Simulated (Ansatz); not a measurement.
# Na3WO4Cl (P4/nmm): band gap by G0W0 on PBE, part 3 of 3

Aim: the quasiparticle gap of Na3WO4Cl (P4/nmm), starting from PBE.

Ansatz 0.2.0; PBE, then G0W0 on it, plane waves, PAW. Known limits of the many-body steps: finite bands, screening cutoff and k mesh; no spin-orbit coupling in G0W0; screening cutoff under 40 eV in some runs.

So far. Step 3 (Bands along the symmetry lines): Over mesh and path the gap is 4.665 eV, from k = (0.500, 0.500, 0.500) to k = Γ. The least direct gap found is 4.685 eV, at k = Γ. Step 4 (G0W0 on the 2×2×4 mesh): Over all 9 irreducible mesh points the G0W0 gap is 6.834 eV, from k = (-0.500, -0.500, -0.500) to k = Γ. The PBE gap of this run on the mesh is 4.665 eV. The two states that bound the G0W0 gap lie that far apart at the start, so the correction of the gap is 6.834 − 4.665 = +2.169 eV.

In doubt: masses and optical values from hybrid runs of this build are listed as unsure (in some of the runs), which bears on the screening that GW takes from such a start.

## Step 5: Spin-orbit coupling in PBE

This run has two-component orbitals with spin-orbit coupling.

This step: DFT, PBE with spin-orbit coupling, plane waves, PAW; PAW set soft_1.

File input.yaml:

```yaml
crystal:
  lattice:
    - [7.5181, 0.0, 0.0]
    - [0.0, 7.5181, 0.0]
    - [0.0, 0.0, 5.36]
  atoms:
    - { symbol: Na, position: [0.5, 0.0, 0.3583961323] }
    - { symbol: Na, position: [0.0, 0.5, 0.6416038677] }
    - { symbol: Na, position: [0.75, 0.25, 0.0] }
    - { symbol: Na, position: [0.25, 0.25, 0.0] }
    - { symbol: Na, position: [0.25, 0.75, 0.0] }
    - { symbol: Na, position: [0.75, 0.75, 0.0] }
    - { symbol: W, position: [0.0, 0.0, 0.5] }
    - { symbol: W, position: [0.5, 0.5, 0.5] }
    - { symbol: Cl, position: [0.5, 0.0, 0.842004016] }
    - { symbol: Cl, position: [0.0, 0.5, 0.157995984] }
    - { symbol: O, position: [0.8093847799, 0.0, 0.2988767308] }
    - { symbol: O, position: [0.5, 0.3093847799, 0.2988767308] }
    - { symbol: O, position: [0.1906152201, 0.0, 0.2988767308] }
    - { symbol: O, position: [0.5, 0.6906152201, 0.2988767308] }
    - { symbol: O, position: [0.3093847799, 0.5, 0.7011232692] }
    - { symbol: O, position: [0.0, 0.1906152201, 0.7011232692] }
    - { symbol: O, position: [0.6906152201, 0.5, 0.7011232692] }
    - { symbol: O, position: [0.0, 0.8093847799, 0.7011232692] }
kpoints:
  mp_grid: { grid: [4, 4, 4] }
  band_path:
    path:
      - [0.0, 0.0, 0.0]
      - [0.0, 0.5, 0.0]
      - [0.5, 0.5, 0.0]
      - [0.0, 0.0, 0.5]
      - [0.0, 0.5, 0.5]
      - [0.5, 0.5, 0.5]
    npoints: 1
hamiltonian:
  xc: pbe
  pseudopotentials: { kind: paw_fr, azcp: { folder: soft_1 } }
scf:
  occupations: { method: fixed }
  n_extra_bands: 20
magnetization:
  noncollinear: true
  spin_orbit: true
output:
  eigenvalues: true
  forces: true
  stress: true
```

On the command line:

```console
$ ansatz run input.yaml --threads 2 --pin off --max-ram 92160MiB --backend cuda --events-out ev --progress --plain --runs-dir out --devices 1 --max-vram 13GiB
```

Numbers of over 12 decimals in the logs are rounded to 6 here.

What it wrote:

```text
[...]
GPUs: using 1 of 1 available (devices: 1).
[...]
non-collinear run that drives no moment, with spin-orbit: no starting moment large enough to seed its density (crystal.atoms[].spin), no starting occupations that ask for one, no magnetisation constraint and no magnetic field, so the semilocal B_xc is pinned to zero
[...]
GPU FFT provider: cuFFT
GPU libraries: cuBLAS 13.8.2, cuFFT 12.4.0, cuSOLVER 12.3.4
Crystal: 18 atoms, lattice volume = 302.957 Å³
Basis set: ecut = 420 eV, 5929 PW (Γ), exchange–correlation on 108×108×72 points (8 copies of the dense FFT grid, shifted against one another)
Bands: 164, of which v1, the nominal top of the filled ones, is band 144 counted from 1 (143 counted from 0)
Symmetry: 16 space group operations + 16 with time reversal
[...]
k-points: 18 of 64
Projection manifold: j_resolved (fully-relativistic pseudo-atomic orbitals)
[...]
GPU buffer pool allocated for 104976 grid points (all kernels)
[...]
SCF iter   1: F=—  HF=-36468.255380 eV  |F-HF|=—  |Δ(HF+E_count)|=         —  Δρ=9.25e-2  dr2=3.62e1  dr2_m=0.00e0 (ungated)  ethr=3.10e-3  |M|=0.00e0 ∫|m|=0.00e0 μB  |m|>n=0.0e0 m-floor=0.0e0 τ_xc=0.0e0  β_m=0.30  ⟨swp⟩=5.6  Hψ=5623  notcnv=0  defer=264
[...]
spin=Noncollinear: Resta preconditioning applied to the charge; magnetization (m_x, m_y, m_z) channels mix plain (no charge-response kernel on spin).
[...]
site 16: m = (+0.0000, +0.0000, +0.0000) μB, |m| = 0.0000 μB  (R = 0.74 Å)
  site 17: m = (+0.0000, +0.0000, +0.0000) μB, |m| = 0.0000 μB  (R = 0.74 Å)
Free energy (F): -36456.438269 eV
[...]
Internal energy: -36456.438269 eV  (E = F + TS)
E sigma→0 (E₀):  -36456.438269 eV
Fermi energy:    2.484590 eV
[...]
--- Forces (eV/Å), atoms counted from 1 ---
  atom   1  Na     0.00000000     0.00000000    -0.00053375
  atom   2  Na     0.00000000     0.00000000     0.00053375
  atom   3  Na     0.00000000     0.00000000     0.00000000
  atom   4  Na     0.00000000    -0.00000000     0.00000000
  atom   5  Na     0.00000000     0.00000000     0.00000000
  atom   6  Na     0.00000000    -0.00000000     0.00000000
  atom   7  W      0.00000000     0.00000000    -0.00000000
  atom   8  W      0.00000000     0.00000000    -0.00000000
[...]
atom  15  O      0.03321058     0.00000000    -0.02626721
  atom  16  O     -0.00000000    -0.03321058    -0.02626721
  atom  17  O     -0.03321058     0.00000000    -0.02626721
  atom  18  O     -0.00000000     0.03321058    -0.02626721
  max |Σ_I F_I| component: 1.39e-17 eV/Å
--- Stress (GPa, compression-positive) ---
        1.082208       0.000000       0.000000
        0.000000       1.082208       0.000000
        0.000000       0.000000       0.884319
  P = ⅓ Tr σ = 1.0162 GPa (10.162 kbar)
--- Band table (eV; the first three rows and the last of 18) ---
  k-point 0: bands = [... 140 lower, 2.3428, 2.3428, 2.4601, 2.4601, 7.1441, 7.1441, 7.5091, 7.5091, ... 16 higher]
  k-point 1: bands = [... 140 lower, 2.4116, 2.4116, 2.4505, 2.4505, 7.6085, 7.6085, 7.6426, 7.6426, ... 16 higher]
  k-point 2: bands = [... 140 lower, 2.4720, 2.4720, 2.4846, 2.4846, 7.7108, 7.7108, 7.9354, 7.9354, ... 16 higher]
  k-point 17: bands = [... 140 lower, 2.4803, 2.4803, 2.4803, 2.4803, 7.8326, 7.8326, 7.8326, 7.8326, ... 16 higher]
[key lines of the parts left out:]
SCF converged after 10 iterations
Magnetization: |M| = 0.0000 μB,  M = (+0.0000, +0.0000, +0.0000) μB
```

The job ended after 23 s (1 × NVIDIA H100 80GB HBM3 (shared by 6 runs) with 2 threads of AMD EPYC 7R13 (Zen 3), shared host; peak memory 1.2 GiB; 36 s of CPU time).

This step gave:

```yaml
pressure: 1.016 GPa
gap: 4.659 eV
valence_top_at: Z
conduction_bottom_at: Γ
least_direct_gap: 4.684 eV
```

Over mesh and listed points the gap is 4.659 eV, from k = (0.000, 0.000, 0.500) to k = Γ. The least direct gap found is 4.684 eV, at k = Γ. PBE+SOC against PBE: 4.659 − 4.665 = −0.006 eV. Mesh, set of files and cutoff are the same, but the valence top lies at another k point, so this need not be the shift of one pair of states. The spin-orbit run sees mesh and listed points alone, so its gap is an upper bound: the coupling can move an edge off these points, and the change over the zone, its sign included where it is small, is not known.

## Step 6: The runs together

Each gap is the least one over the points named; times are wall times on shared hosts, not benchmarks. A G0W0 time includes the run's own self-consistent start. Runs with listed points see these and the mesh alone, so an edge that moves elsewhere is missed. Rows marked * are further runs, not shown as steps, whose inputs differ from the G0W0 step on the same start in the columns given; solver thresholds can differ too. Symmetry makes (0.500, 0.500, 0.500) and (-0.500, -0.500, -0.500) one point.

| level | mesh | files, cutoff | bands summed, screening | points | gap (eV) | valence top | conduction bottom | least direct gap (eV) | time |
| --- | --- | --- | --- | --- | --- | --- | --- | --- | --- |
| PBE | 4×4×4 | soft_1 PAW, 420 eV | - | mesh and path | 4.665 | (0.500, 0.500, 0.500) | Γ | 4.685 | 33 s |
| PBE+SOC | 4×4×4 | soft_1 PAW, 420 eV | - | mesh and listed points | 4.659 | (0.000, 0.000, 0.500) | Γ | 4.684 | 23 s |
| G0W0@PBE* | 2×2×4 | soft_1 PAW, 420 eV | 239, 39 eV | all 9 irreducible mesh points | 6.848 | (-0.500, -0.500, -0.500) | Γ | 6.852 | 40 s |
| G0W0@PBE* | 2×2×4 | soft_1 PAW, 420 eV | 545, 78 eV | all 9 irreducible mesh points | 6.729 | (-0.500, -0.500, -0.500) | Γ | 6.742 | 92 s |
| G0W0@PBE | 2×2×4 | soft_1 PAW, 420 eV | 1091, 130 eV | all 9 irreducible mesh points | 6.834 | (-0.500, -0.500, -0.500) | Γ | 6.847 | 4.6 min |
| G0W0@PBE* | 2×2×2 | soft_1 PAW, 420 eV | 545, 78 eV | all 6 irreducible mesh points | 6.738 | (-0.500, -0.500, -0.500) | Γ | 6.749 | 48 s |
| G0W0@PBE* | 2×2×4 | soft_1 PAW, 420 eV | 1091, 130 eV, plasmon pole | all 9 irreducible mesh points | 6.826 | (-0.500, -0.500, -0.500) | Γ | 6.835 | 1.8 min |

## Step 7: Outcome

```yaml
pbe_gap_over_mesh_and_path: 4.665 eV, from k = (0.500, 0.500, 0.500) to k = Γ
g0w0_pbe_gap_over_all_9_irreducible_mesh_points: 6.834 eV, from k = (-0.500, -0.500, -0.500) to k = Γ
pbe_soc_gap_over_mesh_and_listed_points: 4.659 eV
gw_settings: 2×2×4 mesh, 1019 empty bands, screening to 130 eV, PAW set soft_1 files
known_limits: finite bands, screening cutoff and k mesh; no spin-orbit coupling in G0W0; screening cutoff under 40 eV in some runs
```

Over all 9 irreducible mesh points the G0W0 gap is 6.834 eV, from k = (-0.500, -0.500, -0.500) to k = Γ. The PBE gap of this run on the mesh is 4.665 eV. The two states that bound the G0W0 gap lie that far apart at the start, so the correction of the gap is 6.834 − 4.665 = +2.169 eV. The valence state moves by 1.274 − 2.481 = −1.207 eV and the conduction state by 8.107 − 7.146 = +0.961 eV, on the run's own scale; with 239 bands the edge states move by −0.935 and +1.248 eV, so the split between the edges depends on the bands and cutoff. Both edges that PBE shows over mesh and path lie at k points where levels were corrected. Levels at other points were not corrected, so a lower G0W0 gap elsewhere in the zone is not ruled out. From 239 bands and 39 eV to 1091 bands and 130 eV the gap moves by 6.834 − 6.848 = −0.014 eV (rung by rung 6.848, 6.729, 6.834 eV); bands and screening cutoff rise together, so their parts are not told apart. The gap turns back along the series (6.848, 6.729, 6.834 eV), so no line is drawn and the limit is not known. With the 2×2×2 mesh in place of the 2×2×4 mesh and all else as in the G0W0@PBE row with 545 bands, the gap differs by 6.738 − 6.729 = +0.009 eV, and that of the start by 4.665 − 4.665 = +0.000 eV. With the plasmon pole model in place of the contour deformation model and all else as in the G0W0@PBE row with 1091 bands, the gap differs by 6.826 − 6.834 = −0.008 eV. G0W0 on other starts in this series, not shown as steps and not all at these settings: 7.215 eV on r2SCAN (2×2×4, soft_1 PAW, 1091 bands, 130 eV) and 7.527 eV on HSE06 (2×2×4, soft_1 PAW, 1091 bands, 130 eV). PBE+SOC against PBE: 4.659 − 4.665 = −0.006 eV. Mesh, set of files and cutoff are the same, but the valence top lies at another k point, so this need not be the shift of one pair of states. The spin-orbit run sees mesh and listed points alone, so its gap is an upper bound: the coupling can move an edge off these points, and the change over the zone, its sign included where it is small, is not known. What spin-orbit coupling does to the G0W0 levels was not computed, so no sum with the G0W0 gap is formed. The G0W0 runs are scalar-relativistic. G0W0@PBE runs of this series with other atomic data on the same mesh, not shown as steps, give 6.919 eV (hard PAW, 930 eV, 1597 bands, screening to 169 eV); where bands and cutoffs differ too, the part of the files is not isolated. A screening cutoff under 40 eV is crude: G0W0@PBE with 239 bands at 39 eV.

[Paths, hosts, dates, memory and timing lines, banners, echoed tables and standing remarks are left out of the program output.]

[Logs are printed without paths, hosts, clocks, repeated set-up lines and the standing remarks that a program may print on its own settings, such as how far it seeks lower states.]

[Runs of the session that timed out or met a known fault of the program may be left out.]

[Cells called generated may have been cut or substituted from an entry of the Crystallography Open Database or the Materials Project.]

[Hosts, paths, dates, database ids (printed as entryN), source tags and the programs' standing remarks are cut or masked in the printed files.]

[Where an RPA ε∞ is given, it is that of the G0W0 mesh and is not shown converged in it. Names of k-points follow the symmetry that the program found, which can be lower than the space group named. Band edges on a path are those of the sampled points; other points can move an edge, and change direct to indirect where valleys lie close.]

[Hybrid gaps are those of their k-mesh and are not shown converged in it.]
